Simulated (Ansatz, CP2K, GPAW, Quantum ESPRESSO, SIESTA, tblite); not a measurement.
**SIESTA on twisted graphene monolayer on bilayer, 77.90° (186 atoms): settings against a plane-wave reference**

Wanted: SIESTA inputs and outputs for twisted graphene monolayer on bilayer, 77.90° (186 atoms), checked against a plane-wave reference.

Method: the method is named at each step, in SIESTA 5.4.2.

### Step 1. The starting structure

The cell holds 186 atoms: 186 C. Cell: a = 13.697 Å, b = 13.697 Å, c = 20.690 Å, α = 90.0°, β = 90.0°, γ = 120.0°. It derives from C (graphene). Graphene (a = 2.46 Å) under graphene (a = 2.46 Å), monolayer on bilayer, commensurate cell of 31 unit cells a layer, twist 77.90 deg; facing planes 3.32, 3.37 Å apart as built; 14 Å of vacuum; minimised with a classical potential. Then every atom was moved at random, 0.03 Å r.m.s. a Cartesian component. Regions: layer 1, 62 atoms (62 C); layer 2, 62 atoms (62 C); layer 3, 62 atoms (62 C). Vacuum lies along c.

The yardstick, on the same geometry:

* method: Kohn-Sham DFT, PBE, PAW, plane waves (Ansatz 0.2.0); cutoff 420 eV, Γ point, fermi-dirac smearing of 0.05 eV; PAW set soft_2
* r.m.s. force component: 1.862 eV/Å
* longest force: 11.36 eV/Å
* SCF cycles: 10
* time: 1.9 min on 4 threads of Arm Neoverse V1, shared host
* CPU time: 7.3 min

### Step 2. PBE, DZP, shift 0.01 Ry, mesh 300 Ry

Method: Kohn-Sham DFT, PBE, PseudoDojo 0.4.1 norm-conserving pseudopotentials (converted to PSML), numerical atomic orbitals (DZP), diagonalisation.

The .psml files are PseudoDojo norm-conserving potentials that we converted to this format, checked against plane waves on the same files for H, C, O, Si, Ge and Ca alone.

Input file input.fdf:

```
SystemLabel cell
NumberOfAtoms 186
NumberOfSpecies 1
%block ChemicalSpeciesLabel
  1 6 C
%endblock ChemicalSpeciesLabel
LatticeConstant 1.0 Ang
%block LatticeVectors
  13.69670 0.00000 0.00000
  -6.84835 11.86169 0.00000
  0.00000 0.00000 20.69000
%endblock LatticeVectors
PAO.BasisSize DZP
PAO.EnergyShift 0.01 Ry
XC.Functional GGA
XC.Authors PBE
MeshCutoff 300 Ry
%block kgrid_Monkhorst_Pack
  1 0 0 0.0
  0 1 0 0.0
  0 0 1 0.0
%endblock kgrid_Monkhorst_Pack
SolutionMethod diagon
OccupationFunction FD
ElectronicTemperature 580 K
SCF.Mixer.Method Pulay
SCF.Mixer.Weight 0.05
SCF.Mixer.History 8
SCF.Mix Hamiltonian
MaxSCFIterations 300
SCF.DM.Tolerance 1e-04
SCF.H.Tolerance 1.0e-3 eV
WriteForces T
Write.HirshfeldPop T
Write.VoronoiPop T
Write.DM F
Write.H F
XML.Write F
AtomicCoordinatesFormat Fractional
%block AtomicCoordinatesAndAtomicSpecies
  0.07488 0.11548 0.33685 1
  0.11515 0.04254 0.33622 1
  0.10925 0.31455 0.33624 1
  0.14746 0.23555 0.33634 1
  0.14220 0.50389 0.33532 1
  0.17673 0.42610 0.33521 1
  0.17336 0.69873 0.33914 1
  0.21266 0.62453 0.33723 1
  0.20412 0.89053 0.33869 1
  0.25264 0.82109 0.33676 1
  0.23285 0.08845 0.33571 1
  0.27480 0.00787 0.33569 1
  0.27001 0.28047 0.33466 1
  0.30830 0.20330 0.33410 1
  0.29500 0.47081 0.33612 1
  0.34444 0.40043 0.33607 1
  0.33509 0.66655 0.33721 1
  0.37902 0.59239 0.33621 1
  0.36550 0.85650 0.33892 1
  0.41164 0.78517 0.33376 1
  0.39932 0.05528 0.33426 1
  0.43850 0.97724 0.33719 1
  0.43205 0.24877 0.33505 1
  0.47425 0.16798 0.33510 1
  0.45588 0.43635 0.33322 1
  0.50938 0.36710 0.33636 1
  0.49886 0.63539 0.33457 1
  0.54054 0.55914 0.33728 1
  0.52566 0.82748 0.33787 1
  0.56755 0.75343 0.33910 1
  0.55916 0.02009 0.33748 1
  0.60395 0.94498 0.33679 1
  0.58951 0.21129 0.33604 1
  0.63552 0.13973 0.33601 1
  0.62554 0.41438 0.33559 1
  0.66662 0.33066 0.33729 1
  0.65626 0.59818 0.33648 1
  0.70105 0.52505 0.33645 1
  0.68793 0.79737 0.33770 1
  0.73345 0.71967 0.33661 1
  0.71983 0.98853 0.33437 1
  0.76047 0.91331 0.33799 1
  0.75728 0.18335 0.33511 1
  0.79324 0.10422 0.33421 1
  0.78514 0.37841 0.33623 1
  0.82519 0.30288 0.33634 1
  0.81617 0.56970 0.33824 1
  0.86066 0.49668 0.33710 1
  0.84834 0.76204 0.33693 1
  0.89193 0.68598 0.33468 1
  0.88350 0.95717 0.33786 1
  0.92783 0.88415 0.33471 1
  0.91440 0.15082 0.33710 1
  0.95280 0.07341 0.33642 1
  0.94374 0.34147 0.33605 1
  0.98789 0.27016 0.33575 1
[... 126 atom lines left out ...]
  0.04564 0.39398 0.66299 1
  0.01363 0.27939 0.66328 1
  0.08490 0.23963 0.66319 1
  0.04112 0.11984 0.66441 1
%endblock AtomicCoordinatesAndAtomicSpecies
```

Started as:

```
$ OMP_NUM_THREADS=1 mpirun -np 4 siesta < input.fdf > output.txt
```

What it wrote:

```text
Version         : 5.4.2
reinit: System Name:
reinit: System Label: cell
initatom: Reading input for the pseudopotentials and atomic orbitals ----------
Species number:   1 Atomic number:    6 Label: C
Ground state valence configuration (from tables):   2s02  2p02  3d00  4f00
---- Processing specs for species: C
GGA--PBE XC_GGA_X_PBE--XC_GGA_C_PBE pb
C pseudopotential only contains V_ls up to l=1 -- lmxkb reset.
Using PAO.SplitTailNorm
%block ChemicalSpeciesLabel
    1    6 C                       # Species index, atomic number, species label
%endblock ChemicalSpeciesLabel
%block PAO.Basis                 # Define Basis set
C                     2                    # Species label, number of l-shells
 n=2   0   2                         # n, l, Nzeta
   4.484      3.048
   1.000      1.000
 n=2   1   2 P   1                   # n, l, Nzeta, Polarization, NzetaPol
   5.436      3.692
   1.000      1.000
%endblock PAO.Basis
coor:   Atomic-coordinates input format  =     Fractional
siesta: System type = slab
initatomlists: Number of atoms, orbitals, and projectors:    186  2418  1488
siesta: ******************** Simulation parameters ****************************
Total number of electrons:   744.000000
Total ionic charge:   744.000000
 Kpoints in:            1 . Kpoints trimmed:            1
siesta: k-grid: Number of k-points = 1
siesta: k-points from Monkhorst-Pack grid
siesta: k-cutoff (effective) =     6.848 Ang
siesta: k-point supercell and displacements
siesta: k-grid:     1     0     0      0.000
siesta: k-grid:     0     1     0      0.000
siesta: k-grid:     0     0     1      0.000
                     ====================================
                        Single-point calculation
                     ====================================
outcell: Unit cell vectors (Ang):
       13.696700    0.000000    0.000000
       -6.848350   11.861690    0.000000
        0.000000    0.000000   20.690000
outcell: Cell vector modules (Ang)   :   13.696700   13.696700   20.690000
outcell: Cell angles (23,13,12) (deg):     90.0000     90.0000    120.0000
outcell: Cell volume (Ang**3)        :   3361.4217
new_DM -- step:     1
Initializing Density Matrix...
Attempting to read DM from file... Failed...
DM filled with atomic data:
InitMesh: MESH = 128 x 128 x 216 = 3538944
InitMesh: Mesh cutoff (required, used) =   300.000   301.223 Ry
stepf: Fermi-Dirac step function
        iscf     Eharris(eV)        E_KS(eV)     FreeEng(eV)     dDmax    Ef(eV) dHmax(eV)
   scf:    1   -30275.689661   -30411.427954   -30411.427954  1.872259 -5.680388  4.017700
   scf:    2   -30414.855470   -30413.154848   -30413.154848  0.006765 -5.554204  3.636305
   scf:    3   -30429.790065   -30423.307329   -30423.307329  0.089852 -4.460117  1.137649
   scf:    4   -30424.101983   -30423.822646   -30423.822646  0.006146 -4.483055  0.442343
   scf:    5   -30424.017575   -30423.930937   -30423.930937  0.007712 -4.361399  0.271929
   scf:    6   -30423.976934   -30423.963853   -30423.963853  0.003170 -4.403583  0.058578
   scf:    7   -30423.982483   -30423.974624   -30423.974624  0.002212 -4.388376  0.043193
   scf:    8   -30423.971414   -30423.973161   -30423.973161  0.001004 -4.407006  0.021231
   scf:    9   -30423.976165   -30423.975268   -30423.975268  0.001908 -4.396430  0.038027
   scf:   10   -30423.976036   -30423.975740   -30423.975740  0.000882 -4.416310  0.005473
   scf:   11   -30423.975787   -30423.975768   -30423.975768  0.000112 -4.417856  0.003389
   scf:   12   -30423.975778   -30423.975774   -30423.975774  0.000034 -4.418724  0.001397
   scf:   13   -30423.975778   -30423.975776   -30423.975776  0.000010 -4.418801  0.001375
   scf:   14   -30423.975782   -30423.975780   -30423.975780  0.000027 -4.418961  0.000607
SCF Convergence by DM+H criterion
max |DM_out - DM_in|         :     0.0000269505
max |H_out - H_in|      (eV) :     0.0006066401
SCF cycle converged after 14 iterations
Using DM_out to compute the final energy and forces
siesta: E_KS(eV) =           -30423.9758
siesta: E_KS - E_eggbox =    -30423.9758
siesta: Atomic forces (eV/Ang):
     1   -4.084108    1.946005   -0.152943
     2    2.163848   -0.161825    0.041592
     3   -2.500329   -5.219168   -0.090126
     4    2.334583    0.485514   -0.111591
     5   -4.893462    1.829909    0.392548
     6    3.540750    3.520057    0.048274
     7   -1.933830    2.500237   -0.688933
     8    4.351246   -1.806296   -0.017299
     9   -1.153014    0.637252   -0.644672
    10   -1.909494   -3.714377    0.707053
    11    2.274819   -2.982705   -0.159441
    12    0.976863    3.011017    0.049232
[...]
182   -0.981533    0.641352    0.329749
   183    5.817504    2.759575    0.019292
   184   -4.420084    0.502387   -0.021423
   185    6.017533   -1.138857   -0.104030
   186    0.577050   -0.242971   -0.468078
----------------------------------------
   Tot   -0.002239   -0.007582    0.005001
----------------------------------------
   Max   10.708850
   Res    2.068192    sqrt( Sum f_i^2 / 3N )
----------------------------------------
   Max   10.708850    constrained
Stress tensor Voigt[x,y,z,yz,xz,xy] (kbar):      -95.39      -92.96       -4.63        0.08        0.13        2.03
(Free)E + p*V (eV/cell)   -30289.0156
Target enthalpy (eV/cell)   -30423.9758
siesta: Program's energy decomposition (eV):
siesta: Ebs     =    -10022.389241
siesta: Eions   =     52482.079560
siesta: Ena     =     13800.962832
siesta: Ekin    =     20904.144597
siesta: Enl     =     -1065.621690
siesta: DEna    =      -768.998016
siesta: DUscf   =        54.642092
siesta: Ex      =     -9916.325257
siesta: Ec      =      -950.700778
siesta: Exc     =    -10867.026035
siesta: Eharris =    -30423.975782
siesta: Etot    =    -30423.975780
siesta: FreeEng =    -30423.975780
siesta: Final energy (eV):
siesta:  Band Struct. =  -10022.389241
siesta:       Kinetic =   20904.144597
siesta:       Hartree =  157388.770971
siesta:         Exch. =   -9916.325257
siesta:         Corr. =    -950.700778
siesta:   Exch.-corr. =  -10867.026035
siesta:  Ion-electron = -333808.225032
siesta:       Ion-ion =  135958.359719
siesta:         Total =  -30423.975780
siesta:         Fermi =      -4.418961
siesta: Stress tensor (static) (eV/Ang**3):
siesta:    -0.059540    0.001265    0.000082
siesta:     0.001265   -0.058021    0.000048
siesta:     0.000082    0.000048   -0.002888
siesta: Cell volume =       3361.421735 Ang**3
siesta: Pressure (static):
siesta:                Solid            Molecule  Units
siesta:           0.00043729          0.00053965  Ry/Bohr**3
siesta:           0.04014974          0.04954841  eV/Ang**3
siesta:          64.32698070         79.38530091  kBar
    Orbital volume contribution        =          70.624623 eV
    (Free)E + p_basis*V_orbitals       =      -30353.351156 eV
    (Free)Eharris+ p_basis*V_orbitals  =      -30353.351159 eV
siesta: Electric dipole (a.u.)  =   -0.000000    0.000000    0.012367
siesta: Electric dipole (Debye) =   -0.000000    0.000000    0.031434
Hirshfeld Atomic Populations:
Atom #   charge [q] valence [e]  Species
     1     0.000243    3.999757  C
     2    -0.002418    4.002418  C
     3     0.000522    3.999478  C
     4     0.003542    3.996458  C
     5     0.003540    3.996460  C
     6    -0.006195    4.006195  C
     7    -0.003153    4.003153  C
     8     0.000847    3.999153  C
     9    -0.001837    4.001837  C
    10     0.002118    3.997882  C
    11     0.000195    3.999805  C
    12     0.004801    3.995199  C
[...]
--------------------
 Total    -0.000075
Voronoi Atomic Populations:
Atom #   charge [q] valence [e]  Species
[...]
182    -0.006085    4.006085  C
   183     0.001996    3.998004  C
   184    -0.007208    4.007208  C
   185    -0.003260    4.003260  C
   186     0.004735    3.995265  C
--------------------
 Total    -0.000075
```

The job ended after 2.1 min (4 MPI ranks of Arm Neoverse V1, shared host; peak memory 2.5 GiB; 8.5 min of CPU time).

Banners, paths, timers and routine set-up lines are dropped from the logs unmarked, and long logs keep their key lines alone; longer cuts are marked.

Numbers from this run, and their distance from the reference:

| Quantity | Value |
| --- | --- |
| r.m.s. force component | 2.068 eV/Å |
| r.m.s. difference of force components | 232 meV/Å |
| longest difference of force vectors | 1474 meV/Å |
| force difference over r.m.s. force | 12.45 % |
| slope of forces against the reference's | 1.109 |
| correlation of force components | 0.9985 |

Local excerpt of 10 atoms (numbers count through the whole input) about C143, picked at random; x, y, z are measured from there.

```csv
atom,x,y,z,distance (Å),bonds,Hirshfeld charge (e),Fx,Fy,Fz (eV/Å)
C143,0.00,0.00,0.00,0.00,3,0.00,0.84,-2.06,-0.84
C176,-1.31,0.50,-0.04,1.40,3,0.00,-1.81,-1.36,0.00
C182,1.12,0.86,-0.05,1.41,3,0.00,-0.98,0.64,0.33
C144,0.24,-1.45,-0.08,1.47,3,0.00,-2.17,1.75,0.77
C155,2.42,0.36,-0.05,2.44,3,0.00,1.50,-0.23,0.11
C135,-2.41,-0.42,-0.06,2.45,3,0.01,-1.61,1.47,-0.12
C181,0.97,2.25,-0.05,2.45,3,0.01,-4.04,0.82,0.27
C175,-1.60,1.87,-0.07,2.46,3,0.00,2.88,1.60,0.64
C153,1.53,-1.95,-0.04,2.48,3,0.00,1.72,0.70,-0.22
C141,-0.90,-2.34,-0.05,2.50,3,0.00,1.57,1.35,-0.04
```

Forces lie 12 % from the reference's, at 1.2 times its CPU time.

[end of part 1 of 2]

[Also dropped from logs without a mark: logging warnings of Python, and SIESTA's first energy breakdown and zero terms.]

[Logs are printed without paths, hosts, clocks, repeated set-up lines and the standing remarks that a program may print on its own settings, such as how far it seeks lower states.]

[Hosts, paths, dates, database ids (printed as entryN), source tags and the programs' standing remarks are cut or masked in the printed files.]
